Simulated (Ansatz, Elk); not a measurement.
# Tl2RuS4: X-ray structure factors from the self-consistent density

The structure of Tl2RuS4 used here is made up (a known structure type with other elements) and was relaxed beforehand with r2SCAN. The aim is the Fourier transform of its all-electron density, F(hkl), set beside the sum over free spherical atoms that refinements use.

Main program and level: Elk 11.2.3 (patched build); DFT, PBE, all-electron APW+lo, Dirac cores, scalar-relativistic bands, static density, no spin.

The structure was built from a prototype and need not be the compound's stable phase.

**1. Starting point**

It takes space group P-42m (No. 111, tetragonal). Conventional cell: a = 7.319 Å, b = 7.319 Å, c = 4.916 Å, α = 90.00°, β = 90.00°, γ = 90.00°. Nearest to Tl lie 4 S at 2.90 Å. Nearest to Ru lie 4 S at 2.17 Å. S has 1 Ru at 2.17 Å and 2 Tl at 2.90 Å nearest. Farther neighbours and most contacts between anions are not listed.

**2. Ground state and structure factors**

An all-electron density is needed, since X-rays see the cores too. Task 0 finds the density and task 195 Fourier-transforms it; tshift is off so that phases refer to the origin typed.

The input, elk.in:

```
tasks
  0
  195

xctype
  20

spinpol
  .false.

rgkmax
  7.0

gmaxvr
  14.0

lmaxo
  7

lmaxapw
  8

swidth
  0.002

tshift
  .false.

ramdisk
  .false.

hmaxvr
  5.5

maxscl
  120

epspot
  1e-06

sppath
  './'

avec
  13.83151373722 -0.00000000000 0.00000000000
  -0.00000000000 13.83151373722 -0.00000000000
  0.00000000000 -0.00000000000 9.28970515603

atoms
  3
  'Tl.in'
  2
  0.5000000000 0.0000000000 0.0000000000   0.000000 0.000000 0.000000
  -0.0000000000 0.5000000000 0.0000000000   0.000000 0.000000 0.000000
  'Ru.in'
  1
  -0.0000000000 0.0000000000 0.0000000000   0.000000 0.000000 0.000000
  'S.in'
  4
  0.8194529434 0.1805470566 0.2234710990   0.000000 0.000000 0.000000
  0.1805470566 0.1805470566 0.7765289010   0.000000 0.000000 0.000000
  0.8194529434 0.8194529434 0.7765289010   0.000000 0.000000 0.000000
  0.1805470566 0.8194529434 0.2234710990   0.000000 0.000000 0.000000

ngridk
  3 3 5
```

On the command line:

```console
$ OMP_NUM_THREADS=4 elk
```

Output:

```text
┌─────────────────────────┐
│ Elk code version 11.2.3 │
└─────────────────────────┘

All units are atomic (Hartree, Bohr, etc.)

┌─────────────────────────────────────────────────┐
│ Ground-state run starting from atomic densities │
└─────────────────────────────────────────────────┘

Lattice vectors :
   13.83151374      -0.000000000       0.000000000
  -0.000000000       13.83151374      -0.000000000
   0.000000000      -0.000000000       9.289705156

Reciprocal lattice vectors :
  0.4542659196       0.000000000       0.000000000
   0.000000000      0.4542659196       0.000000000
   0.000000000       0.000000000      0.6763600353

Unit cell volume      :    1777.220667
Brillouin zone volume :   0.1395719834

Muffin-tin inner radius fraction :   0.1000000000E-01

Nuclei treated as point charges

Species : 1 (Tl)
 parameters loaded from : Tl.in
 name : thallium
 nuclear charge    :   -81.00000000
 electronic charge :    81.00000000
 atomic mass :    372567.9643
 muffin-tin radius :    2.800000000
 number of radial points in muffin-tin :   1393
 inner part over the whole radius :   0.9893942913E-02
 number on inner part of muffin-tin    :   1000
 approximate nuclear radius :   0.1043008296E-03
 number of mesh points to nuclear radius :    525
 atomic positions (lattice), magnetic fields (Cartesian) :
  1 :   0.50000000  0.00000000  0.00000000    0.00000000  0.00000000  0.00000000
  2 :   0.00000000  0.50000000  0.00000000    0.00000000  0.00000000  0.00000000

Species : 2 (Ru)
 parameters loaded from : Ru.in
 name : ruthenium
 nuclear charge    :   -44.00000000
 electronic charge :    44.00000000
 atomic mass :    184239.3393
 muffin-tin radius :    2.191906360
 number of radial points in muffin-tin :   1193
 inner part over the whole radius :   0.9926700151E-02
 number on inner part of muffin-tin    :    845
 approximate nuclear radius :   0.8462081736E-04
 number of mesh points to nuclear radius :    426
 atomic positions (lattice), magnetic fields (Cartesian) :
  1 :   0.00000000  0.00000000  0.00000000    0.00000000  0.00000000  0.00000000

Species : 3 (S)
 parameters loaded from : S.in
 name : sulphur
 nuclear charge    :   -16.00000000
 electronic charge :    16.00000000
 atomic mass :    58450.91931
 muffin-tin radius :    1.854689997
 number of radial points in muffin-tin :    793
 inner part over the whole radius :   0.9833621405E-02
 number on inner part of muffin-tin    :    551
 approximate nuclear radius :   0.6195814986E-04
 number of mesh points to nuclear radius :    253
 atomic positions (lattice), magnetic fields (Cartesian) :
  1 :   0.81945294  0.18054706  0.22347110    0.00000000  0.00000000  0.00000000
  2 :   0.18054706  0.18054706  0.77652890    0.00000000  0.00000000  0.00000000
  3 :   0.81945294  0.81945294  0.77652890    0.00000000  0.00000000  0.00000000
  4 :   0.18054706  0.81945294  0.22347110    0.00000000  0.00000000  0.00000000

Total number of atoms per unit cell :    7
Total muffin-tin volume :    334.9127064
 ratio of muffin-tin to unit cell volume :   0.1884474520

Spin treatment :
 spin-unpolarised

Number of Bravais lattice symmetries :   16
Number of crystal symmetries         :    8
Crystal has no inversion symmetry
Complex Hermitian eigensolver will be used

k-point grid :      3     3     5
k-point offset :    0.000000000       0.000000000       0.000000000
k-point set is reduced with full crystal symmetry group
Total number of k-points :       11

Muffin-tin radius times maximum |G+k| :    7.000000000
 using average radius
Maximum |G+k| for APW functions       :    3.221423630
Maximum (1/2)|G+k|²                   :    5.188785101
Maximum |G| for potential and density :    14.00000000
Constant for pseudocharge density :   10
 order of it for each species :   17  17  17
 order of it for pair densities of each species (exact exchange by exxq0 0: 18) :   16  10   5
Radial integration step length :    1

G-vector grid sizes :     63    63    42
Number of G-vectors :    82333

[...]
correlation                 :     -14.739296771040
 electron entropic           :    -0.28602838588919E-02
 total energy                :     -46707.659793417

Density of states at Fermi energy :    236.5650438
 (states/Hartree/unit cell)

Estimated indirect band gap :   0.1171894480E-02
 from k-point 11 to k-point 1
Estimated direct band gap   :   0.1817208672E-01
 at k-point 2

Charges :
 core                        :    192.0000000
 valence                     :    78.00000000
 interstitial                :    16.05754496
 muffin-tins (core leakage)
  species : 1 (Tl)
[...]
species : 2 (Ru)
[...]
species : 3 (S)
[...]
total in muffin-tins        :    253.9424550
 total calculated charge     :    269.9975298
 total charge                :    270.0000000
 error                       :   0.2470194897E-02

RMS change in Kohn-Sham potential (target) :   0.3567346251     (  0.1000000000E-05)
Absolute change in total energy (target)   :   0.3820741603     (  0.1000000000E-03)

[... loops 3 to 15 left out ...]

┌──────────────────┐
│ Loop number : 16 │
└──────────────────┘

Energies :
 Fermi                       :     0.62375614396988E-01
 sum of occupied eigenvalues :     -28692.654970273
 electron kinetic            :      53348.829504393
 core electron kinetic       :      52704.293498206
 Coulomb                     :     -99054.419664900
 Coulomb potential           :     -80734.698839103
 nuclear-nuclear             :     -2665.3069225762
 electron-nuclear            :     -112075.57338481
 Hartree                     :      15686.460642485
 Madelung                    :     -58687.070245349
 xc potential                :     -1306.7856355627
 exchange                    :     -985.45669517320
 correlation                 :     -14.748758472096
 electron entropic           :    -0.25795067220682E-02
 total energy                :     -46705.798193659

Density of states at Fermi energy :    212.8989301
 (states/Hartree/unit cell)

Estimated indirect band gap :   0.1517747141E-02
 from k-point 10 to k-point 11
Estimated direct band gap   :   0.1517759236E-02
 at k-point 11

Charges :
 core                        :    192.0000000
 valence                     :    78.00000000
 interstitial                :    15.83959302
 muffin-tins (core leakage)
  species : 1 (Tl)
[...]
species : 2 (Ru)
[...]
species : 3 (S)
[...]
total in muffin-tins        :    254.1604070
 total calculated charge     :    269.9974464
 total charge                :    270.0000000
 error                       :   0.2553624764E-02

RMS change in Kohn-Sham potential (target) :   0.4729144805E-06 (  0.1000000000E-05)
Absolute change in total energy (target)   :   0.7263118459E-04 (  0.1000000000E-03)

Convergence targets achieved

┌──────────────────┐
│ Loop number : 17 │
└──────────────────┘

Energies :
 Fermi                       :     0.62375675270632E-01
 sum of occupied eigenvalues :     -28692.654958825
 electron kinetic            :      53348.829507747
 core electron kinetic       :      52704.293504954
 Coulomb                     :     -99054.419659783
 Coulomb potential           :     -80734.698854101
 nuclear-nuclear             :     -2665.3069225762
 electron-nuclear            :     -112075.57335902
 Hartree                     :      15686.460621818
 Madelung                    :     -58687.070232732
 xc potential                :     -1306.7856124712
 exchange                    :     -985.45669461437
 correlation                 :     -14.748758455312
 electron entropic           :    -0.25795073820593E-02
 total energy                :     -46705.798184613

Density of states at Fermi energy :    212.8989928
 (states/Hartree/unit cell)

Estimated indirect band gap :   0.1517742612E-02
 from k-point 10 to k-point 11
Estimated direct band gap   :   0.1517754710E-02
 at k-point 11

Charges :
 core                        :    192.0000000
 valence                     :    78.00000000
 interstitial                :    15.83959321
 muffin-tins (core leakage)
  species : 1 (Tl)
[...]
species : 2 (Ru)
[...]
species : 3 (S)
[...]
atom 2                    :    13.36308199     (  0.6927850351E-03)
   atom 3                    :    13.36308199     (  0.6927850351E-03)
   atom 4                    :    13.36308199     (  0.6927850351E-03)
 total in muffin-tins        :    254.1604068
 total calculated charge     :    269.9974464
 total charge                :    270.0000000
 error                       :   0.2553624758E-02

┌──────────────────────────────┐
│ Self-consistent loop stopped │
└──────────────────────────────┘

Warning : core states of species 3 leak from the muffin-tin :   0.6927850351E-03

Wrote STATE.OUT
```

It took 86 s on 4 threads of INTEL XEON PLATINUM 8581C at 2.10GHz (Emerald Rapids), shared host; peak memory 0.42 GiB; 3.9 min of CPU time.

SFACRHO.OUT:

```text

h k l indices transformed by vhmat matrix:
   1.000000000       0.000000000       0.000000000    
   0.000000000       1.000000000       0.000000000    
   0.000000000       0.000000000       1.000000000    

      h      k      l  multipl.   |H|            Re(F)            Im(F)           |F|

      0      0      0      1   0.0000000       270.00000     -0.10645954E-15   270.00000    
     -1      0      0      4  0.45426592       68.095143     -0.27746878E-13   68.095143    
      1     -1      0      4  0.64242902      -102.63177      0.46244796E-14   102.63177    
      0      0      1      2  0.67636004       203.42011      -0.0000000       203.42011    
     -1      0     -1      8  0.81475176       43.265314     -0.34683597E-13   43.265314    
      2      0      0      4  0.90853184       152.58418     -0.38537330E-13   152.58418    
      1      1      1      4  0.93283329      -107.42571       42.256762       115.43794    
     -1     -1     -1      4  0.93283329      -107.42571      -42.256762       115.43794    
     -1      2      0      8   1.0157695       23.819627     -0.10058243E-12   23.819627    
     -2      0     -1      8   1.1326487       173.79767      0.78616154E-13   173.79767    
      2      1     -1      8   1.2203485       33.670499      -32.008247       46.456758    
     -1     -2      1      8   1.2203485       33.670499       32.008247       46.456758    
     -2     -2      0      4   1.2848580       192.65163      0.20638328E-12   192.65163    
      0      0      2      2   1.3527201       130.19518      0.18883292E-13   130.19518    
     -3      0      0      4   1.3627978      -8.0415459     -0.26937594E-12   8.0415459    
      0      1      2      8   1.4269580       16.901044      0.52410769E-13   16.901044    
      3      1      0      8   1.4365150      -118.48468      0.24509742E-12   118.48468    
     -2     -2      1      4   1.4520066       171.41988       24.742868       173.19638
```

Elk indexes on the primitive cell of elk.in and gives |H| = 4π sin θ/λ in inverse bohr. Below, one row stands for each form hkl of the conventional cell (m members, Friedel mates merged), F is for one primitive cell and the density is static (no thermal factor). Free-atom factors are Waasmaier and Kirfel's, and R is Σm||F|−|F'||/Σm|F|.

```
hkl   m  sin θ/λ (Å⁻¹)  abs F, DFT  neutral atoms   diff.  abs of complex diff.
100   4          0.068      68.095         67.812  +0.283                 0.283
110   4          0.097     102.632        102.874  -0.242                 0.242
001   2          0.102     203.420        203.350  +0.070                 0.070
101   8          0.122      43.265         43.309  -0.044                 0.044
200   4          0.137     152.584        153.247  -0.663                 0.663
111   8          0.140     115.438        115.172  +0.266                 0.497
210   8          0.153      23.820         24.224  -0.404                 0.404
201   8          0.170     173.798        174.205  -0.407                 0.407
211  16          0.183      46.457         46.426  +0.030                 0.427
220   4          0.193     192.652        192.907  -0.255                 0.255
002   2          0.203     130.195        130.356  -0.161                 0.161
300   4          0.205       8.041          7.612  +0.430                 0.430
102   8          0.215      16.901         17.123  -0.222                 0.222
310   8          0.216     118.485        118.340  +0.145                 0.145
```

**3. The highest occupied states alone**

An energy window below the Fermi level keeps the highest occupied states, to see at which angles they scatter; shallow core shells can lie inside it and anion s states outside. No new self-consistency is needed.

elk.in, as its differences from that of step 2:

```diff
@@ -1,3 +1,2 @@
 tasks
-  0
   195
@@ -40,2 +39,5 @@
 
+wsfac
+  -0.305120 0.362380
+
 sppath
```

On the command line:

```console
$ OMP_NUM_THREADS=4 elk
```

Output:

```text
┌─────────────────────────────────┐
│ Elk code version 11.2.3 started │
└─────────────────────────────────┘

Info(readinput): the functional depends on the density's gradient
 muffin-tin radial points multiplied by    2.00000
 (not where nrmtscf is given)

┌────────────────────┐
│ Current task : 195 │
└────────────────────┘
Info(checkmt): changed muffin-tin radius of species 2 (Ru) from   2.6000 to   2.1919
Info(checkmt): changed muffin-tin radius of species 3 (S) from   2.2000 to   1.8547

Info(sfacrho): density structure factors written to SFACRHO.OUT

 Energy window :  -0.3051200000      0.3623800000

┌──────────────────┐
│ Elk code stopped │
└──────────────────┘
```

It took 24 s on 4 threads; peak memory 0.28 GiB; 27 s of CPU time.

States within 10 eV below the Fermi level hold 30.00 electrons; any levels below the window count with the cores. Their amplitudes can exceed the total, where window and core parts have opposite phase:

| hkl | sin θ/λ (Å⁻¹) | abs F, window | abs F, all |
| --- | --- | --- | --- |
| 100 | 0.068 | 12.434 | 68.095 |
| 110 | 0.097 | 4.645 | 102.632 |
| 001 | 0.102 | 9.896 | 203.420 |
| 101 | 0.122 | 5.198 | 43.265 |
| 200 | 0.137 | 0.146 | 152.584 |
| 111 | 0.140 | 7.686 | 115.438 |
| 210 | 0.153 | 1.611 | 23.820 |
| 201 | 0.170 | 3.478 | 173.798 |
| 211 | 0.183 | 4.557 | 46.457 |
| 220 | 0.193 | 5.268 | 192.652 |

**4. Another functional**

The difference from free atoms is small, so it is set against the change that PBEsol makes.

elk.in, as its differences from that of step 3:

```diff
@@ -1,2 +1,3 @@
 tasks
+  0
   195
@@ -4,3 +5,3 @@
 xctype
-  20
+  22
 
@@ -39,5 +40,2 @@
 
-wsfac
-  -0.305120 0.362380
-
 sppath
```

On the command line:

```console
$ OMP_NUM_THREADS=4 elk
```

Output:

```text
┌─────────────────────────┐
│ Elk code version 11.2.3 │
└─────────────────────────┘

All units are atomic (Hartree, Bohr, etc.)

┌─────────────────────────────────────────────────┐
│ Ground-state run starting from atomic densities │
└─────────────────────────────────────────────────┘

Lattice vectors :
   13.83151374      -0.000000000       0.000000000
  -0.000000000       13.83151374      -0.000000000
   0.000000000      -0.000000000       9.289705156

Reciprocal lattice vectors :
  0.4542659196       0.000000000       0.000000000
[...]
species : 1 (Tl)
[...]
species : 2 (Ru)
[...]
species : 3 (S)
[...]
atom 3                    :    13.34749244     (  0.6975669442E-03)
   atom 4                    :    13.34749244     (  0.6975669442E-03)
 total in muffin-tins        :    254.1097198
 total calculated charge     :    269.9974283
 total charge                :    270.0000000
 error                       :   0.2571698281E-02

┌──────────────────────────────┐
│ Self-consistent loop stopped │
└──────────────────────────────┘

Warning : core states of species 3 leak from the muffin-tin :   0.6975669442E-03

Wrote STATE.OUT
[key lines of the parts left out:]
total energy                :     -46689.982959488
```

The job ended after 86 s (4 threads; peak memory 0.42 GiB; 3.9 min of CPU time).

Against the first run R = 0.01 %; the largest change is -0.048 at 220.

**5. Basis size**

The basis and the expansions that go with it are enlarged, to see whether the differences are converged.

elk.in, as its differences from that of step 4:

```diff
@@ -5,3 +5,3 @@
 xctype
-  22
+  20
 
@@ -11,12 +11,12 @@
 rgkmax
-  7.0
+  8.5
 
 gmaxvr
-  14.0
+  18.0
 
 lmaxo
-  7
+  9
 
 lmaxapw
-  8
+  10
```

On the command line:

```console
$ OMP_NUM_THREADS=4 elk
```

Output:

```text
┌─────────────────────────┐
│ Elk code version 11.2.3 │
└─────────────────────────┘

All units are atomic (Hartree, Bohr, etc.)

┌─────────────────────────────────────────────────┐
│ Ground-state run starting from atomic densities │
└─────────────────────────────────────────────────┘

Lattice vectors :
   13.83151374      -0.000000000       0.000000000
  -0.000000000       13.83151374      -0.000000000
   0.000000000      -0.000000000       9.289705156

Reciprocal lattice vectors :
  0.4542659196       0.000000000       0.000000000
[...]
species : 1 (Tl)
[...]
species : 2 (Ru)
[...]
species : 3 (S)
[...]
atom 3                    :    13.36963105     (  0.6935891048E-03)
   atom 4                    :    13.36963105     (  0.6935891048E-03)
 total in muffin-tins        :    254.2127460
 total calculated charge     :    269.9971537
 total charge                :    270.0000000
 error                       :   0.2846325143E-02

┌──────────────────────────────┐
│ Self-consistent loop stopped │
└──────────────────────────────┘

Warning : core states of species 3 leak from the muffin-tin :   0.6935891048E-03

Wrote STATE.OUT
[key lines of the parts left out:]
total energy                :     -46705.823485174
```

Elapsed: 5.9 min, on 4 threads; peak memory 1.1 GiB; 18 min of CPU time.

Against the first run R = 0.01 %; the largest change is -0.018 at 005.

**6. Settings against the effect**

| run | R against the first run (%) | R against neutral atoms, low angle (%) | wall time |
| --- | --- | --- | --- |
| PBE, rgkmax 7 | 0.00 | 0.24 | 86 s |
| PBEsol | 0.01 | 0.25 | 86 s |
| rgkmax 8.5 with larger expansions | 0.01 | 0.24 | 5.9 min |

**7. Results**

```json
{
 "R against neutral atoms, sin θ/λ < 0.3 Å⁻¹": "0.24 %",
 "R against neutral atoms, 0.3 to 0.57 Å⁻¹": "0.16 %"
}
```

**Reading.** Independent neutral atoms miss the calculated amplitudes by R = 0.24 % below 0.3 Å⁻¹ and 0.16 % from there to 0.57 Å⁻¹; by shells, 0.25 % below 0.15 Å⁻¹ (6 forms), 0.24 % 0.15 to 0.3 (24 forms), 0.14 % 0.3 to 0.45 (52 forms), 0.17 % above 0.45 (67 forms). Bonding, aspherical density and the tables' own atoms all enter these figures, and the runs don't part them. The largest change of an amplitude is -0.66 electrons, at 200. R counts amplitudes alone; phases shift too. The window's part falls from 30.0 electrons at the origin to at most 0.34 between 0.45 and 0.57 Å⁻¹. Below 0.3 Å⁻¹ the changes that finished (PBEsol and rgkmax 8.5 with larger expansions) move F by R = 0.02 % at most, against the 0.24 % that separates it from free atoms. The k-mesh has no finished test. These runs have no spin, though d or f shells may be open. Spin-orbit coupling is left out, which can matter for elements this heavy. Part of the difference isn't bonding: the tables are fits to free atoms and ions calculated by other methods than this functional. Thermal motion, anomalous dispersion and extinction are left out.

[Logs are printed without paths, hosts, clocks, repeated set-up lines and the standing remarks that a program may print on its own settings, such as how far it seeks lower states.]

[Hosts, paths, dates, database ids (printed as entryN), source tags and the programs' standing remarks are cut or masked in the printed files.]
